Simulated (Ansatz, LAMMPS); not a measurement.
# Elastic response of amorphous Ge (61 atoms), part 3 of 3

Aim: relax amorphous Ge (61 atoms), then change its volume and shape to read moduli from the stress.

Ansatz 0.2.0; Kohn-Sham DFT, PBE, PAW (set soft_1), plane waves.

The cell: 61 Ge. The quench rate of 5 K/ps far exceeds what a furnace or splat quench reaches. The network of bonds at the start is that of the classical potential that made the cell. The Brillouin zone is sampled at Γ only.

So far. Step 9 (Volume -10 %): The relaxation converged after 12 steps, 1.17 eV below its start, with a largest force component of 0.047 eV/Å. Step 9 (Volume -10 %): Volume -10 %: the energy stands 1.86 eV above that of the reference, at a pressure of 4.93 GPa.

## Step 10: Stretched by 1 % along x

The relaxed cell is strained along x alone, which gives the stiffness along x and its coupling to y and z.

Input file input.yaml:

```yaml
crystal:
  lattice:
    - [10.3557, -0.05424, -0.26258]
    - [-0.05478, 12.27172, 0.0221]
    - [-0.26521, 0.0221, 11.51457]
  atoms:
    [... the 61 atom lines of step 4 ...]
kpoints:
  mp_grid: { grid: [1, 1, 1] }
hamiltonian:
  xc: pbe
  pseudopotentials: { kind: paw, azcp: { folder: soft_1 } }
scf:
  occupations: { method: gaussian, width: 0.025 }
output:
  forces: true
  eigenvalues: true
  stress: true
relax:
  f_tol: 0.05
  max_steps: 70
```

Started as:

```sh
ansatz run input.yaml --threads 4 --pin off --max-ram 8192MiB --backend cpu --events-out ev --progress --plain --runs-dir out
```

Numbers of over 12 decimals in the logs are rounded to 6 here.

Output:

```text
[...]
Crystal: 61 atoms, lattice volume = 1462.404 Å³
Basis set: ecut = 420 eV, 28607 PW (Γ), exchange–correlation on 144×180×160 points (8 copies of the dense FFT grid, shifted against one another)
Bands: 513, of which v1, the nominal top of the filled ones, is band 427 counted from 1 (426 counted from 0)
Symmetry: 1 space group operations
[...]
k-points: 1
[...]
SCF iter   1: F=—  HF=-261983.647511 eV  |F-HF|=—  |Δ(HF+E_count)|=         —  Δρ=2.76e-2  dr2=1.12e1  ethr=3.10e-3  ⟨swp⟩=6.0  Hψ=1817  notcnv=0
[...]
SCF iter  10: F=—  HF=-261982.420070 eV  |F-HF|=—  |Δ(HF+E_count)|=   5.88e-5  Δρ=2.88e-5  dr2=1.01e-4  ethr=2.13e-8  ⟨swp⟩=2.0  Hψ=515  notcnv=0  defer=80
SCF iter  11: F=-261982.420086 eV  HF=-261982.420079 eV  |F-HF|=7.85e-6  |Δ(HF+E_count)|=   8.62e-6  Δρ=1.45e-5  dr2=6.53e-6  ethr=7.32e-9  ⟨swp⟩=8.0  Hψ=2085  notcnv=0
SCF 1 converged in 11 iterations: F = -261982.420086 eV  dr2 = 6.53e-6
[...]
relax step   1: F+E_penalty+E_count = -261982.42008648 eV  Δ(F+E_penalty+E_count) = +0.000e0 eV  max|allowed force component| = 1.434e-1 eV/Å  Δτ_max = 0.0000 Å  (11 SCF iters, dr2 threshold 6.25e-5 eV, accepted)
[...]
SCF iter   1: F=—  HF=-261982.441164 eV  |F-HF|=—  |Δ(HF+E_count)|=         —  Δρ=9.59e-4  dr2=6.59e-3  ethr=7.37e-7  ⟨swp⟩=2.0  Hψ=1315  notcnv=0  defer=80
[...]
SCF iter   9: F=—  HF=-261982.441351 eV  |F-HF|=—  |Δ(HF+E_count)|=   1.05e-7  Δρ=1.41e-6  dr2=1.54e-7  ethr=5.14e-11  ⟨swp⟩=2.0  Hψ=512  notcnv=0  defer=80
SCF iter  10: F=-261982.441351 eV  HF=-261982.441351 eV  |F-HF|=2.94e-9  |Δ(HF+E_count)|=   2.82e-8  Δρ=7.18e-7  dr2=2.08e-8  ethr=1.17e-11  ⟨swp⟩=9.0  Hψ=2006  notcnv=0
SCF 2 converged in 10 iterations: F = -261982.441351 eV  dr2 = 2.08e-8
relax step   2: F+E_penalty+E_count = -261982.44135149 eV  Δ(F+E_penalty+E_count) = -2.127e-2 eV  max|allowed force component| = 3.241e-2 eV/Å  Δτ_max = 0.0312 Å  (10 SCF iters, accepted)
SCF converged after 10 iterations
Free energy (F): -261982.441351 eV
[...]
Internal energy: -261982.441351 eV  (E = F + TS)
E sigma→0 (E₀):  -261982.441351 eV
Fermi energy:    7.505798 eV
[...]
Σ components = -261982.441351   (vs F -261982.441351, Δ=0.00e0)
--- Forces (eV/Å), atoms counted from 1 ---
  atom   1  Ge    -0.00650463    -0.00815862    -0.00632404
  atom   2  Ge    -0.00519886     0.00877490     0.00318635
  atom   3  Ge     0.00864264     0.00879495     0.00040338
  atom   4  Ge    -0.00066812     0.01330753     0.02453217
[...]
atom  61  Ge    -0.00742975    -0.01584600     0.00227797
  max |Σ_I F_I| component: 1.90e-5 eV/Å
--- Stress (GPa, compression-positive) ---
       -0.685760       0.015606       0.010691
        0.015606      -0.326882       0.011917
        0.010691       0.011917      -0.315778
  P = ⅓ Tr σ = -0.4428 GPa (-4.428 kbar)
--- Band table (eV) ---
[...]
--- Relaxed structure (2 steps of the walk, 2 accepted, 0 SCFs on fresh bases) ---
  F+E_penalty+E_count = -261982.44135149 eV   max|allowed force component| = 3.241e-2 eV/Å
  atoms:
    - { symbol: Ge, position: [0.438258, 0.279347, 0.154013] }
    - { symbol: Ge, position: [0.607760, 0.712026, 0.825039] }
    - { symbol: Ge, position: [0.412570, 0.909227, 0.408329] }
    - { symbol: Ge, position: [0.984480, 0.239660, 0.830584] }
[...]
- { symbol: Ge, position: [0.954834, 0.259983, 0.617978] }
```

Elapsed: 57 s, on 4 threads of Arm Neoverse V1, shared host; peak memory 2.2 GiB.

The relaxation converged after 2 steps, 0.0213 eV below its start, with a largest force component of 0.032 eV/Å.

Stretched by 1 % along x: the energy stands 0.0279 eV above that of the reference, at a pressure of -0.443 GPa.

## Step 11: Compressed by 1 % along x

The relaxed cell is strained along x alone, which gives the stiffness along x and its coupling to y and z.

input.yaml, the sections that differ from step 10:

```yaml
crystal:
  lattice:
    - [10.15064, -0.05424, -0.26258]
    - [-0.0537, 12.27172, 0.0221]
    - [-0.25995, 0.0221, 11.51457]
  atoms:
    [... the 61 atom lines of step 4 ...]
# kpoints, hamiltonian, scf, output, relax: as in step 10
```

Output:

```text
[...]
Crystal: 61 atoms, lattice volume = 1433.446 Å³
Basis set: ecut = 420 eV, 28039 PW (Γ), exchange–correlation on 144×180×160 points (8 copies of the dense FFT grid, shifted against one another)
Bands: 513, of which v1, the nominal top of the filled ones, is band 427 counted from 1 (426 counted from 0)
Symmetry: 1 space group operations
[...]
k-points: 1
[...]
SCF iter   1: F=—  HF=-261983.686051 eV  |F-HF|=—  |Δ(HF+E_count)|=         —  Δρ=2.82e-2  dr2=1.14e1  ethr=3.10e-3  ⟨swp⟩=6.0  Hψ=1816  notcnv=0
[...]
SCF iter  10: F=-261982.414504 eV  HF=-261982.414495 eV  |F-HF|=8.39e-6  |Δ(HF+E_count)|=   3.41e-5  Δρ=3.06e-5  dr2=4.27e-5  ethr=7.32e-9  ⟨swp⟩=9.0  Hψ=2346  notcnv=0
SCF 1 converged in 10 iterations: F = -261982.414504 eV  dr2 = 4.27e-5
[...]
relax step   1: F+E_penalty+E_count = -261982.41450383 eV  Δ(F+E_penalty+E_count) = +0.000e0 eV  max|allowed force component| = 1.640e-1 eV/Å  Δτ_max = 0.0000 Å  (10 SCF iters, dr2 threshold 6.25e-5 eV, accepted)
[...]
SCF iter  10: F=-261982.439755 eV  HF=-261982.439755 eV  |F-HF|=4.48e-9  |Δ(HF+E_count)|=   2.06e-8  Δρ=7.17e-7  dr2=2.15e-8  ethr=1.17e-11  ⟨swp⟩=8.0  Hψ=1975  notcnv=0
SCF 2 converged in 10 iterations: F = -261982.439755 eV  dr2 = 2.15e-8
relax step   2: F+E_penalty+E_count = -261982.43975545 eV  Δ(F+E_penalty+E_count) = -2.525e-2 eV  max|allowed force component| = 3.645e-2 eV/Å  Δτ_max = 0.0360 Å  (10 SCF iters, accepted)
SCF converged after 10 iterations
Free energy (F): -261982.439755 eV
[...]
Internal energy: -261982.439755 eV  (E = F + TS)
E sigma→0 (E₀):  -261982.439755 eV
Fermi energy:    7.754118 eV
[...]
--- Forces (eV/Å), atoms counted from 1 ---
  atom   1  Ge     0.00818698     0.00447152    -0.00473409
  atom   2  Ge     0.01895328     0.00621648    -0.00194673
  atom   3  Ge    -0.02194945    -0.01735460     0.01812248
  atom   4  Ge    -0.01932828    -0.01385437    -0.01208763
  atom   5  Ge    -0.01283918     0.00188372    -0.00778148
  atom   6  Ge     0.00745654     0.00231146    -0.00544445
  atom   7  Ge     0.01847021    -0.00211037     0.00182982
  atom   8  Ge     0.00378226     0.01603006    -0.00810537
  atom   9  Ge    -0.02398386     0.00274205     0.01452261
  atom  10  Ge    -0.00369958     0.02015616     0.01066909
  atom  11  Ge    -0.00966416    -0.00588878     0.01878147
  atom  12  Ge     0.02265861    -0.03388694    -0.00210169
  atom  13  Ge    -0.00165048     0.00897663    -0.00017305
  atom  14  Ge     0.01421293    -0.00752993    -0.00074998
[...]
atom  60  Ge     0.03610050     0.01023408     0.01367642
  atom  61  Ge     0.01320872     0.01887064    -0.00072946
  max |Σ_I F_I| component: 1.67e-5 eV/Å
--- Stress (GPa, compression-positive) ---
        0.772264      -0.005083      -0.007773
       -0.005083       0.270638      -0.008552
       -0.007773      -0.008552       0.229227
  P = ⅓ Tr σ = 0.4240 GPa (4.240 kbar)
--- Band table (eV) ---
[...]
--- Relaxed structure (2 steps of the walk, 2 accepted, 0 SCFs on fresh bases) ---
  F+E_penalty+E_count = -261982.43975545 eV   max|allowed force component| = 3.645e-2 eV/Å
  atoms:
    - { symbol: Ge, position: [0.435589, 0.279198, 0.155058] }
    - { symbol: Ge, position: [0.611647, 0.711514, 0.826152] }
    - { symbol: Ge, position: [0.413816, 0.909013, 0.408628] }
    - { symbol: Ge, position: [0.982865, 0.238994, 0.828499] }
[...]
- { symbol: Ge, position: [0.953404, 0.260396, 0.616732] }
```

It took 59 s on 4 threads; peak memory 2.1 GiB; 3.8 min of CPU time.

The relaxation converged after 2 steps, 0.0253 eV below its start, with a largest force component of 0.036 eV/Å.

Compressed by 1 % along x: the energy stands 0.0295 eV above that of the reference, at a pressure of 0.424 GPa.

## Step 12: Sheared by 2 % in xy

A shear of the relaxed cell gives the modulus that volume changes can't reach.

input.yaml, the sections that differ from step 11:

```yaml
crystal:
  lattice:
    - [10.25263, 0.04829, -0.26258]
    - [0.06848, 12.27118, 0.0221]
    - [-0.26236, 0.01947, 11.51457]
  atoms:
    [... the 61 atom lines of step 4 ...]
# kpoints, hamiltonian, scf, output, relax: as in step 11
```

Output:

```text
[...]
Crystal: 61 atoms, lattice volume = 1447.781 Å³
Basis set: ecut = 420 eV, 28319 PW (Γ), exchange–correlation on 144×180×160 points (8 copies of the dense FFT grid, shifted against one another)
Bands: 513, of which v1, the nominal top of the filled ones, is band 427 counted from 1 (426 counted from 0)
Symmetry: 1 space group operations
[...]
k-points: 1
[...]
SCF iter   1: F=—  HF=-261983.633331 eV  |F-HF|=—  |Δ(HF+E_count)|=         —  Δρ=2.79e-2  dr2=1.13e1  ethr=3.10e-3  ⟨swp⟩=6.0  Hψ=1819  notcnv=0
[...]
SCF iter  10: F=—  HF=-261982.388717 eV  |F-HF|=—  |Δ(HF+E_count)|=   4.97e-5  Δρ=3.04e-5  dr2=9.31e-5  ethr=3.13e-8  ⟨swp⟩=2.0  Hψ=506  notcnv=0  defer=81
SCF iter  11: F=-261982.388739 eV  HF=-261982.388730 eV  |F-HF|=9.19e-6  |Δ(HF+E_count)|=   1.35e-5  Δρ=1.54e-5  dr2=7.03e-6  ethr=7.32e-9  ⟨swp⟩=9.0  Hψ=1985  notcnv=0
SCF 1 converged in 11 iterations: F = -261982.388739 eV  dr2 = 7.03e-6
[...]
relax step   1: F+E_penalty+E_count = -261982.38873942 eV  Δ(F+E_penalty+E_count) = +0.000e0 eV  max|allowed force component| = 1.995e-1 eV/Å  Δτ_max = 0.0000 Å  (11 SCF iters, dr2 threshold 6.25e-5 eV, accepted)
[...]
SCF iter   1: F=—  HF=-261982.419391 eV  |F-HF|=—  |Δ(HF+E_count)|=         —  Δρ=1.15e-3  dr2=9.79e-3  ethr=1.12e-6  ⟨swp⟩=2.0  Hψ=1314  notcnv=0  defer=81
[...]
SCF iter   9: F=—  HF=-261982.419431 eV  |F-HF|=—  |Δ(HF+E_count)|=   1.59e-7  Δρ=1.68e-6  dr2=1.78e-7  ethr=6.99e-11  ⟨swp⟩=2.0  Hψ=515  notcnv=0  defer=81
SCF iter  10: F=-261982.419431 eV  HF=-261982.419431 eV  |F-HF|=3.44e-8  |Δ(HF+E_count)|=   5.32e-8  Δρ=9.30e-7  dr2=7.02e-8  ethr=1.17e-11  ⟨swp⟩=9.0  Hψ=2038  notcnv=0
SCF 2 converged in 10 iterations: F = -261982.419431 eV  dr2 = 7.02e-8
relax step   2: F+E_penalty+E_count = -261982.41943073 eV  Δ(F+E_penalty+E_count) = -3.069e-2 eV  max|allowed force component| = 4.855e-2 eV/Å  Δτ_max = 0.0321 Å  (10 SCF iters, accepted)
SCF converged after 10 iterations
Free energy (F): -261982.419431 eV
[...]
Internal energy: -261982.419431 eV  (E = F + TS)
E sigma→0 (E₀):  -261982.419431 eV
Fermi energy:    7.626235 eV
[...]
Σ components = -261982.419431   (vs F -261982.419431, Δ=0.00e0)
--- Forces (eV/Å), atoms counted from 1 ---
  atom   1  Ge    -0.02641983    -0.00968814    -0.01203453
  atom   2  Ge    -0.00329429     0.01404858    -0.00686681
  atom   3  Ge     0.00193509    -0.01674105     0.00824343
  atom   4  Ge    -0.00586538     0.00145921     0.01302292
[...]
atom  61  Ge    -0.00314057    -0.01114832    -0.00280776
  max |Σ_I F_I| component: 8.89e-6 eV/Å
--- Stress (GPa, compression-positive) ---
        0.037156      -0.596598      -0.019917
       -0.596598      -0.038587       0.035316
       -0.019917       0.035316      -0.112843
  P = ⅓ Tr σ = -0.0381 GPa (-0.381 kbar)
--- Band table (eV) ---
[...]
--- Relaxed structure (2 steps of the walk, 2 accepted, 0 SCFs on fresh bases) ---
  F+E_penalty+E_count = -261982.41943073 eV   max|allowed force component| = 4.855e-2 eV/Å
  atoms:
    - { symbol: Ge, position: [0.437904, 0.280093, 0.154695] }
    - { symbol: Ge, position: [0.609364, 0.711586, 0.826220] }
    - { symbol: Ge, position: [0.413378, 0.907732, 0.409659] }
    - { symbol: Ge, position: [0.984749, 0.238898, 0.829718] }
[...]
- { symbol: Ge, position: [0.954758, 0.260171, 0.617382] }
```

Elapsed: 55 s, on 4 threads; peak memory 2.2 GiB.

The relaxation converged after 2 steps, 0.0307 eV below its start, with a largest force component of 0.049 eV/Å.

Sheared by 2 % in xy: the energy stands 0.0498 eV above that of the reference, at a pressure of -0.0381 GPa.

## Step 13: Pressure against volume

Atoms are relaxed at each volume, in the scaled cell.

| volume change (%) | volume (Å³/atom) | energy change (meV/atom) | pressure (GPa) | largest move on relaxing (Å) | bonds | gap (eV) |
| --- | --- | --- | --- | --- | --- | --- |
| -10 | 21.363 | 30.43 | 4.93 | 1.09 | 138 | 0.341 |
| -6 | 22.312 | 12.48 | 2.95 | 0.21 | 133 | 0.514 |
| -3 | 23.024 | 2.95 | 1.42 | 0.07 | 133 | 0.53 |
| +0 | 23.736 | 0.00 | -0.02 | - | 133 | 0.527 |
| +3 | 24.449 | 2.99 | -1.31 | 0.05 | 132 | 0.519 |
| +6 | 25.161 | 9.44 | -2.04 | 0.38 | 129 | 0.436 |

## Step 14: Uniaxial strain and shear

Stress (GPa, compression positive) less that of the relaxed cell, atoms relaxed:

| strain | xx | yy | zz | xy | energy change (meV/atom) |
| --- | --- | --- | --- | --- | --- |
| stretched by 1 % along x | -0.700 | -0.295 | -0.274 | 0.015 | 0.46 |
| compressed by 1 % along x | 0.758 | 0.302 | 0.271 | -0.006 | 0.48 |
| sheared by 2 % in xy | 0.023 | -0.007 | -0.071 | -0.597 | 0.82 |

## Step 15: Findings

The bulk modulus, from the slope of pressure against ln V over the three points nearest the relaxed volume, is 45.5 GPa; between neighbouring points the slope runs 46, 49, 47, 44 and 25 GPa from the smallest volume up, without a steady fall, so no pressure derivative is given. The count of bonds runs from 129 to 138 over the series, so at some points contacts cross the cutoffs. At -10 % some atom moved by over 0.5 Å on relaxing, so that point may sit in another local minimum. The gap goes from 0.341 eV at the smallest volume to 0.436 eV at the largest, not monotonically (lowest 0.341, highest 0.53 eV), on the run's k-points. In the Cartesian axes of the cell, finite differences give C11 = 72.9, C12 = 29.9, C13 = 27.3 and C66 = 29.9 GPa (the shear of 2 % is the engineering strain, εxy = 0.01). The mean of C11, C12 and C13, which equals the bulk modulus in a cubic or isotropic solid, is 43.3 GPa: it agrees with the bulk modulus within 10 %. For an isotropic solid C66 would equal (C11 − C12)/2 = 21.5 GPa; so small a sample needn't be isotropic, and C66 rests on one shear. The two differ too much for isotropic moduli to be formed.

**Limits.** Strains are finite and relaxations stop at the force tolerance of the input, which can leave moduli too stiff; they are those of a static cell at zero temperature. Volumes are changed with the cell's shape held, so in an anisotropic solid the modulus lies over the one under free hydrostatic load. The program notes that the SCF threshold of the relaxations is loose for the stress. The cell edges changed by -6, +13 and +6 % with the Γ point alone; in so small a cell a change of shape can follow the discrete levels, so shape, energy gain and any gap at the end may be artefacts of the sampling.

The DFT runs together took 29 min of wall time.

[Logs are printed without paths, hosts, clocks, repeated set-up lines and the standing remarks that a program may print on its own settings, such as how far it seeks lower states.]

[Hosts, paths, dates, database ids (printed as entryN), source tags and the programs' standing remarks are cut or masked in the printed files.]
